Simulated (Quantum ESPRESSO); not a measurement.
# C(111), F on both faces, stepped through the number of bilayers, part 6 of 9

What law, if any, do the results for C(111), F on both faces follow against the number of bilayers?

Quantum ESPRESSO 7.5; plane-wave DFT, PBE, GBRV ultrasoft pseudopotentials.

So far. Step 8 (Electrostatic potential, 2 bilayers): The slope in the vacuum is 0.100 eV/Å for an applied 0.10 V/Å, as it should be. Step 10 (Bands along a path, 2 bilayers): Along this path the valence top lies at Γ and the conduction bottom at Γ.

## 11. Relaxing the ions, 3 bilayers

System of this step: C(111), F on both faces, 3 bilayers. The cell holds 8 atoms: 2 F and 6 C. Cell: a = 2.525 Å, b = 2.525 Å, c = 23.307 Å, α = 90.0°, β = 90.0°, γ = 120.0°. It derives from C. Vacuum lies along c.

File m1.relax.in:

```
&control
  prefix = 'm1.relax'
  outdir = './out'
  pseudo_dir = './pseudo'
  nstep = 80
  forc_conv_thr = 0.0006
  calculation = 'relax'
/
&system
  ibrav = 0
  nat = 8
  ntyp = 2
  ecutwfc = 40
  ecutrho = 200
  occupations = 'smearing'
  smearing = 'fd'
  degauss = 0.002
/
&electrons
  conv_thr = 1e-08
  mixing_beta = 0.4
  electron_maxstep = 120
  mixing_mode = 'plain'
/
&ions
/
ATOMIC_SPECIES
  F   18.9984  f_pbe_v1.4.uspp.F.UPF
  C   12.0110  c_pbe_v1.2.uspp.F.UPF
CELL_PARAMETERS angstrom
  2.52546400400000 0.00000000000000 0.00000000000000
  -1.26273200200000 2.18711598395179 0.00000000000000
  0.00000000000000 0.00000000000000 23.30748944577932
ATOMIC_POSITIONS crystal
  F   0.000000000000 0.000000000000 0.343383509986
  C   0.000000000000 0.000000000000 0.400471018521
  C   0.333333333300 0.666666666700 0.422588569961
  C   0.333333333300 0.666666666700 0.488941224280
  C   0.666666666700 0.333333333300 0.511058775720
  C   0.666666666700 0.333333333300 0.577411430039
  C   0.000000000000 0.000000000000 0.599528981479
  F   0.000000000000 0.000000000000 0.656616490014
K_POINTS automatic
  12 12 1 0 0 0
```

On the command line:

```
$ OMP_NUM_THREADS=1 mpirun -n 4 pw.x -nk 4 -in m1.relax.in > m1.relax.out
```

Log:

```text
[banner, memory and clock lines left out]
Program PWSCF v.7.5 starts
[...]
Message from routine setup:
[...]
number of electrons       =        38.00
     number of Kohn-Sham states=           23
     kinetic-energy cutoff     =      40.0000  Ry
     charge density cutoff     =     200.0000  Ry
[...]
number of k points=    19  Fermi-Dirac smearing, width (Ry)=  0.0020
[...]
Dense  grid:    41635 G-vectors     FFT dimensions: (  24,  24, 200)
[...]
negative rho (up, down):  4.941E-04 0.000E+00
     Starting wfcs are   32 randomized atomic wfcs
[...]
negative rho (up, down):  2.141E-04 0.000E+00
[...]
estimated scf accuracy    <       0.46451459 Ry
[...]
negative rho (up, down):  1.658E-04 0.000E+00
[...]
estimated scf accuracy    <       0.10026378 Ry
[...]
negative rho (up, down):  2.063E-04 0.000E+00
[...]
estimated scf accuracy    <       0.01134765 Ry
[...]
negative rho (up, down):  2.053E-04 0.000E+00
[...]
estimated scf accuracy    <       0.00119904 Ry
[...]
negative rho (up, down):  2.226E-04 0.000E+00
[...]
estimated scf accuracy    <       0.00017137 Ry
[...]
negative rho (up, down):  2.370E-04 0.000E+00
[...]
estimated scf accuracy    <       0.00002184 Ry
[...]
negative rho (up, down):  2.460E-04 0.000E+00
[...]
estimated scf accuracy    <       0.00000106 Ry
[...]
negative rho (up, down):  2.521E-04 0.000E+00
[...]
estimated scf accuracy    <       0.00000018 Ry
[...]
negative rho (up, down):  2.560E-04 0.000E+00
[...]
estimated scf accuracy    <       0.00000058 Ry
[...]
negative rho (up, down):  2.584E-04 0.000E+00
[...]
estimated scf accuracy    <       0.00000003 Ry
[...]
negative rho (up, down):  2.600E-04 0.000E+00
[...]
estimated scf accuracy    <       0.00000001 Ry
[...]
negative rho (up, down):  2.624E-04 0.000E+00
[...]
the Fermi energy is     0.3776 ev
!    total energy              =    -166.04794021 Ry
     estimated scf accuracy    <          4.3E-10 Ry
     smearing contrib. (-TS)   =      -0.00000000 Ry
     internal energy E=F+TS    =    -166.04794021 Ry
[...]
one-electron contribution =   -2532.01061476 Ry
     hartree contribution      =    1277.95109067 Ry
     xc contribution           =     -40.79171880 Ry
     ewald contribution        =    1128.80330268 Ry
     convergence has been achieved in  12 iterations
     negative rho (up, down):  2.624E-04 0.000E+00
[...]
Total force =     0.146577     Total SCF correction =     0.000085
[...]
negative rho (up, down):  3.691E-04 0.000E+00
[...]
negative rho (up, down):  2.892E-04 0.000E+00
[...]
estimated scf accuracy    <       0.00940544 Ry
[...]
negative rho (up, down):  2.703E-04 0.000E+00
[...]
estimated scf accuracy    <       0.00360727 Ry
[...]
negative rho (up, down):  2.570E-04 0.000E+00
[...]
estimated scf accuracy    <       0.00046845 Ry
[...]
negative rho (up, down):  2.687E-04 0.000E+00
[...]
estimated scf accuracy    <       0.00005996 Ry
[...]
negative rho (up, down):  2.619E-04 0.000E+00
[...]
estimated scf accuracy    <       0.00001134 Ry
[...]
negative rho (up, down):  2.595E-04 0.000E+00
[...]
estimated scf accuracy    <       0.00000103 Ry
[...]
negative rho (up, down):  2.591E-04 0.000E+00
[...]
estimated scf accuracy    <       0.00000023 Ry
[...]
negative rho (up, down):  2.591E-04 0.000E+00
[...]
estimated scf accuracy    <       0.00000008 Ry
[...]
negative rho (up, down):  2.598E-04 0.000E+00
[...]
the Fermi energy is    -0.0511 ev
!    total energy              =    -166.05059759 Ry
     estimated scf accuracy    <          6.7E-10 Ry
     smearing contrib. (-TS)   =       0.00000000 Ry
     internal energy E=F+TS    =    -166.05059759 Ry
[...]
one-electron contribution =   -2512.78229452 Ry
     hartree contribution      =    1268.01191898 Ry
     xc contribution           =     -40.67902368 Ry
     ewald contribution        =    1119.39880164 Ry
     convergence has been achieved in   9 iterations
     negative rho (up, down):  2.598E-04 0.000E+00
[...]
Total force =     0.099815     Total SCF correction =     0.000122
[...]
negative rho (up, down):  2.854E-04 0.000E+00
[...]
negative rho (up, down):  2.679E-04 0.000E+00
[...]
estimated scf accuracy    <       0.00124054 Ry
[...]
negative rho (up, down):  2.632E-04 0.000E+00
[...]
estimated scf accuracy    <       0.00054788 Ry
[...]
negative rho (up, down):  2.630E-04 0.000E+00
[...]
estimated scf accuracy    <       0.00004874 Ry
[...]
negative rho (up, down):  2.645E-04 0.000E+00
[...]
estimated scf accuracy    <       0.00000694 Ry
[...]
negative rho (up, down):  2.646E-04 0.000E+00
[...]
estimated scf accuracy    <       0.00000060 Ry
[...]
negative rho (up, down):  2.647E-04 0.000E+00
[...]
estimated scf accuracy    <       0.00000005 Ry
[...]
negative rho (up, down):  2.649E-04 0.000E+00
[...]
estimated scf accuracy    <          8.9E-09 Ry
[...]
negative rho (up, down):  2.653E-04 0.000E+00
[...]
the Fermi energy is     0.1456 ev
!    total energy              =    -166.05386441 Ry
     estimated scf accuracy    <          7.2E-10 Ry
     smearing contrib. (-TS)   =       0.00000000 Ry
     internal energy E=F+TS    =    -166.05386441 Ry
[...]
one-electron contribution =   -2516.72882709 Ry
     hartree contribution      =    1270.11440332 Ry
     xc contribution           =     -40.70984017 Ry
     ewald contribution        =    1121.27039952 Ry
     convergence has been achieved in   8 iterations
     negative rho (up, down):  2.653E-04 0.000E+00
[...]
Total force =     0.014666     Total SCF correction =     0.000074
[...]
negative rho (up, down):  2.698E-04 0.000E+00
[...]
negative rho (up, down):  2.672E-04 0.000E+00
[...]
estimated scf accuracy    <       0.00004140 Ry
[...]
negative rho (up, down):  2.658E-04 0.000E+00
[...]
estimated scf accuracy    <       0.00001626 Ry
[...]
negative rho (up, down):  2.653E-04 0.000E+00
[...]
estimated scf accuracy    <       0.00000298 Ry
[...]
negative rho (up, down):  2.650E-04 0.000E+00
[...]
estimated scf accuracy    <       0.00000034 Ry
[...]
negative rho (up, down):  2.648E-04 0.000E+00
[...]
estimated scf accuracy    <       0.00000011 Ry
[...]
negative rho (up, down):  2.646E-04 0.000E+00
[...]
estimated scf accuracy    <       0.00000001 Ry
[...]
negative rho (up, down):  2.646E-04 0.000E+00
[...]
estimated scf accuracy    <          9.8E-09 Ry
[...]
negative rho (up, down):  2.645E-04 0.000E+00
[...]
estimated scf accuracy    <          3.3E-09 Ry
[...]
negative rho (up, down):  2.645E-04 0.000E+00
[...]
the Fermi energy is     0.1836 ev
!    total energy              =    -166.05397270 Ry
     estimated scf accuracy    <          4.7E-10 Ry
     smearing contrib. (-TS)   =       0.00000000 Ry
     internal energy E=F+TS    =    -166.05397270 Ry
[...]
one-electron contribution =   -2516.39330482 Ry
     hartree contribution      =    1269.96868231 Ry
     xc contribution           =     -40.71492683 Ry
     ewald contribution        =    1121.08557664 Ry
     convergence has been achieved in   9 iterations
     negative rho (up, down):  2.645E-04 0.000E+00
[...]
Total force =     0.006422     Total SCF correction =     0.000081
[...]
negative rho (up, down):  2.649E-04 0.000E+00
[...]
negative rho (up, down):  2.638E-04 0.000E+00
[...]
estimated scf accuracy    <       0.00001386 Ry
[...]
negative rho (up, down):  2.633E-04 0.000E+00
[...]
estimated scf accuracy    <       0.00000317 Ry
[...]
negative rho (up, down):  2.630E-04 0.000E+00
[...]
estimated scf accuracy    <       0.00000074 Ry
[...]
negative rho (up, down):  2.628E-04 0.000E+00
[...]
estimated scf accuracy    <       0.00000017 Ry
[...]
negative rho (up, down):  2.628E-04 0.000E+00
[...]
estimated scf accuracy    <       0.00000001 Ry
[...]
negative rho (up, down):  2.627E-04 0.000E+00
[...]
estimated scf accuracy    <          1.9E-09 Ry
[...]
negative rho (up, down):  2.627E-04 0.000E+00
[...]
estimated scf accuracy    <          1.9E-10 Ry
[...]
negative rho (up, down):  2.627E-04 0.000E+00
[...]
the Fermi energy is     0.1823 ev
!    total energy              =    -166.05401745 Ry
     estimated scf accuracy    <          3.1E-11 Ry
     smearing contrib. (-TS)   =       0.00000000 Ry
     internal energy E=F+TS    =    -166.05401745 Ry
[...]
one-electron contribution =   -2514.50779318 Ry
     hartree contribution      =    1269.02961807 Ry
     xc contribution           =     -40.71198382 Ry
     ewald contribution        =    1120.13614148 Ry
     convergence has been achieved in   8 iterations
     negative rho (up, down):  2.627E-04 0.000E+00
[...]
Total force =     0.005995     Total SCF correction =     0.000023
[...]
negative rho (up, down):  2.628E-04 0.000E+00
[...]
negative rho (up, down):  2.617E-04 0.000E+00
[...]
estimated scf accuracy    <       0.00001518 Ry
[...]
negative rho (up, down):  2.612E-04 0.000E+00
[...]
estimated scf accuracy    <       0.00000333 Ry
[...]
negative rho (up, down):  2.610E-04 0.000E+00
[...]
estimated scf accuracy    <       0.00000067 Ry
[...]
negative rho (up, down):  2.609E-04 0.000E+00
[...]
estimated scf accuracy    <       0.00000018 Ry
[...]
negative rho (up, down):  2.608E-04 0.000E+00
[...]
estimated scf accuracy    <       0.00000001 Ry
[...]
negative rho (up, down):  2.608E-04 0.000E+00
[...]
estimated scf accuracy    <          1.7E-09 Ry
[...]
negative rho (up, down):  2.608E-04 0.000E+00
[...]
estimated scf accuracy    <          1.2E-10 Ry
[...]
negative rho (up, down):  2.607E-04 0.000E+00
[...]
the Fermi energy is     0.1765 ev
!    total energy              =    -166.05405686 Ry
     estimated scf accuracy    <          7.8E-12 Ry
     smearing contrib. (-TS)   =       0.00000000 Ry
     internal energy E=F+TS    =    -166.05405686 Ry
[...]
one-electron contribution =   -2512.40736867 Ry
     hartree contribution      =    1267.98125127 Ry
     xc contribution           =     -40.70802033 Ry
     ewald contribution        =    1119.08008087 Ry
     convergence has been achieved in   8 iterations
     negative rho (up, down):  2.607E-04 0.000E+00
[...]
Total force =     0.004813     Total SCF correction =     0.000009
[...]
negative rho (up, down):  2.614E-04 0.000E+00
[...]
negative rho (up, down):  2.594E-04 0.000E+00
[...]
estimated scf accuracy    <       0.00003313 Ry
[...]
negative rho (up, down):  2.586E-04 0.000E+00
[...]
estimated scf accuracy    <       0.00000693 Ry
[...]
negative rho (up, down):  2.582E-04 0.000E+00
[...]
estimated scf accuracy    <       0.00000124 Ry
[...]
negative rho (up, down):  2.580E-04 0.000E+00
[...]
estimated scf accuracy    <       0.00000033 Ry
[...]
negative rho (up, down):  2.579E-04 0.000E+00
[...]
estimated scf accuracy    <       0.00000002 Ry
[...]
negative rho (up, down):  2.578E-04 0.000E+00
[...]
estimated scf accuracy    <          2.9E-09 Ry
[...]
negative rho (up, down):  2.578E-04 0.000E+00
[...]
estimated scf accuracy    <          2.7E-10 Ry
[...]
negative rho (up, down):  2.578E-04 0.000E+00
[...]
the Fermi energy is     0.1659 ev
!    total energy              =    -166.05409626 Ry
     estimated scf accuracy    <          2.1E-11 Ry
     smearing contrib. (-TS)   =       0.00000000 Ry
     internal energy E=F+TS    =    -166.05409626 Ry
[...]
one-electron contribution =   -2509.30909600 Ry
     hartree contribution      =    1266.43361297 Ry
     xc contribution           =     -40.70195274 Ry
     ewald contribution        =    1117.52333950 Ry
     convergence has been achieved in   8 iterations
     negative rho (up, down):  2.578E-04 0.000E+00
[...]
Total force =     0.002696     Total SCF correction =     0.000014
[...]
negative rho (up, down):  2.589E-04 0.000E+00
[...]
negative rho (up, down):  2.562E-04 0.000E+00
[...]
estimated scf accuracy    <       0.00004781 Ry
[...]
negative rho (up, down):  2.550E-04 0.000E+00
[...]
estimated scf accuracy    <       0.00001204 Ry
[...]
negative rho (up, down):  2.546E-04 0.000E+00
[...]
estimated scf accuracy    <       0.00000342 Ry
[...]
negative rho (up, down):  2.544E-04 0.000E+00
[...]
estimated scf accuracy    <       0.00000051 Ry
[...]
negative rho (up, down):  2.542E-04 0.000E+00
[...]
estimated scf accuracy    <       0.00000004 Ry
[...]
negative rho (up, down):  2.541E-04 0.000E+00
[...]
estimated scf accuracy    <          4.9E-09 Ry
[...]
negative rho (up, down):  2.541E-04 0.000E+00
[...]
estimated scf accuracy    <          1.1E-09 Ry
[...]
negative rho (up, down):  2.540E-04 0.000E+00
[...]
the Fermi energy is     0.1529 ev
!    total energy              =    -166.05411336 Ry
     estimated scf accuracy    <          9.0E-11 Ry
     smearing contrib. (-TS)   =       0.00000000 Ry
     internal energy E=F+TS    =    -166.05411336 Ry
[...]
one-electron contribution =   -2505.53998317 Ry
     hartree contribution      =    1264.55084607 Ry
     xc contribution           =     -40.69452027 Ry
     ewald contribution        =    1115.62954401 Ry
     convergence has been achieved in   8 iterations
     negative rho (up, down):  2.540E-04 0.000E+00
[...]
Total force =     0.000244     Total SCF correction =     0.000043
[...]
```

Elapsed: 36 s, on 4 MPI ranks of AMD EPYC 7R43, shared host; peak memory 0.36 GiB; 2.4 min of CPU time.

Step by step:

| step | energy less that of the first step (eV) | largest force (eV/Å) |
| --- | --- | --- |
| 1 | 0.0000 | 1.9316 |
| 2 | -0.0362 | 1.5416 |
| 3 | -0.0806 | 0.2218 |
| 4 | -0.0821 | 0.1005 |
| 5 | -0.0827 | 0.1038 |
| 6 | -0.0832 | 0.0838 |
| 7 | -0.0838 | 0.0473 |
| 8 | -0.0840 | 0.0038 |

The atoms that moved most (Å):

| atom | dx | dy | dz | length |
| --- | --- | --- | --- | --- |
| F8 | 0.000 | 0.000 | 0.040 | 0.040 |
| F1 | 0.000 | 0.000 | -0.040 | 0.040 |
| C7 | 0.000 | 0.000 | -0.006 | 0.006 |
| C2 | 0.000 | 0.000 | 0.006 | 0.006 |
| C6 | 0.000 | 0.000 | 0.005 | 0.005 |
| C3 | 0.000 | 0.000 | -0.005 | 0.005 |

The relaxation lowers the energy by 10 meV an atom.

This step gave:

* free energy: -2259.2813 eV
* Fermi energy: 0.1529 eV

## 12. Ground state, 3 bilayers

File m1.f0.in:

```
&control
  prefix = 'm1.f0'
  outdir = './out'
  pseudo_dir = './pseudo'
  calculation = 'scf'
  tprnfor = .true.
  tefield = .true.
  dipfield = .true.
/
&system
  ibrav = 0
  nat = 8
  ntyp = 2
  ecutwfc = 40
  ecutrho = 200
  occupations = 'smearing'
  smearing = 'fd'
  degauss = 0.002
  edir = 3
  emaxpos = 0.97
  eopreg = 0.04
  eamp = 0.0
  nbnd = 23
/
&electrons
  conv_thr = 1e-09
  mixing_beta = 0.4
  electron_maxstep = 120
  mixing_mode = 'plain'
/
ATOMIC_SPECIES
  F   18.9984  f_pbe_v1.4.uspp.F.UPF
  C   12.0110  c_pbe_v1.2.uspp.F.UPF
CELL_PARAMETERS angstrom
  2.52546400400000 0.00000000000000 0.00000000000000
  -1.26273200200000 2.18711598395179 0.00000000000000
  0.00000000000000 0.00000000000000 23.30748944577932
ATOMIC_POSITIONS crystal
  F   0.000000000000 0.000000000000 0.341650326700
  C   0.000000000000 0.000000000000 0.400712784600
  C   0.333333333300 0.666666666700 0.422361273300
  C   0.333333333300 0.666666666700 0.488928026500
  C   0.666666666700 0.333333333300 0.511071973500
  C   0.666666666700 0.333333333300 0.577638726700
  C   0.000000000000 0.000000000000 0.599287215400
  F   0.000000000000 0.000000000000 0.658349673300
K_POINTS automatic
  12 12 1 0 0 0
```

On the command line:

```
$ OMP_NUM_THREADS=1 mpirun -n 4 pw.x -nk 4 -in m1.f0.in > m1.f0.out
```

Log:

```text
[banner, memory and clock lines left out]
Program PWSCF v.7.5 starts
[...]
number of electrons       =        38.00
     number of Kohn-Sham states=           23
     kinetic-energy cutoff     =      40.0000  Ry
     charge density cutoff     =     200.0000  Ry
[...]
number of k points=    74  Fermi-Dirac smearing, width (Ry)=  0.0020
[...]
Dense  grid:    41635 G-vectors     FFT dimensions: (  24,  24, 200)
[...]
negative rho (up, down):  5.061E-04 0.000E+00
[...]
Starting wfcs are   32 randomized atomic wfcs
[...]
negative rho (up, down):  2.236E-04 0.000E+00
[...]
estimated scf accuracy    <       0.46042132 Ry
[...]
negative rho (up, down):  1.517E-04 0.000E+00
[...]
estimated scf accuracy    <       0.10447737 Ry
[...]
negative rho (up, down):  1.742E-04 0.000E+00
[...]
estimated scf accuracy    <       0.02055713 Ry
[...]
negative rho (up, down):  1.961E-04 0.000E+00
[...]
estimated scf accuracy    <       0.00261735 Ry
[...]
negative rho (up, down):  2.131E-04 0.000E+00
[...]
estimated scf accuracy    <       0.00018024 Ry
[...]
negative rho (up, down):  2.290E-04 0.000E+00
[...]
estimated scf accuracy    <       0.00003518 Ry
[...]
negative rho (up, down):  2.378E-04 0.000E+00
[...]
estimated scf accuracy    <       0.00000316 Ry
[...]
negative rho (up, down):  2.438E-04 0.000E+00
[...]
estimated scf accuracy    <       0.00000054 Ry
[...]
negative rho (up, down):  2.477E-04 0.000E+00
[...]
estimated scf accuracy    <       0.00000014 Ry
[...]
negative rho (up, down):  2.502E-04 0.000E+00
[...]
estimated scf accuracy    <       0.00000002 Ry
[...]
negative rho (up, down):  2.517E-04 0.000E+00
[...]
estimated scf accuracy    <          2.1E-09 Ry
[...]
negative rho (up, down):  2.526E-04 0.000E+00
[...]
Total length         42.2830 bohr
[...]
estimated scf accuracy    <          1.0E-09 Ry
[...]
negative rho (up, down):  2.540E-04 0.000E+00
[...]
Computed dipole along edir(3) :
        Dipole                0.0000 Ry au,          0.0000 Debye
        Dipole field          0.0000 Ry au,
        Potential amp.       -0.0000 Ry
        Total length         42.2830 bohr
[...]
the Fermi energy is     0.1529 ev
!    total energy              =    -166.05411336 Ry
     estimated scf accuracy    <          5.4E-11 Ry
     smearing contrib. (-TS)   =       0.00000000 Ry
     internal energy E=F+TS    =    -166.05411336 Ry
[...]
one-electron contribution =   -2505.54020252 Ry
     hartree contribution      =    1264.55106548 Ry
     xc contribution           =     -40.69452023 Ry
     ewald contribution        =    1115.62954391 Ry
     electric field correction =       0.00000000 Ry
     convergence has been achieved in  13 iterations
     negative rho (up, down):  2.540E-04 0.000E+00
[...]
Total force =     0.000244     Total SCF correction =     0.000019
[...]
```

Run time: 23 s. Hardware: 4 MPI ranks; peak memory 0.43 GiB; 90 s of CPU time.

This step gave:

| Quantity | Value |
| --- | --- |
| valence top, on the run's zero | -0.8590 eV |
| conduction bottom, on the run's zero | 3.456 eV |
| gap by band count | 4.315 eV |

(Continued in part 7 of 9.)

[Logs are printed without paths, hosts, clocks, repeated set-up lines and the standing remarks that a program may print on its own settings, such as how far it seeks lower states.]

[Hosts, paths, dates, database ids (printed as entryN), source tags and the programs' standing remarks are cut or masked in the printed files.]

[Maps of the electrostatic potential energy from Ansatz leave out the sawtooth potential of an applied field or a dipole correction, so their vacuum need not be flat; planar profiles and work functions include it.]
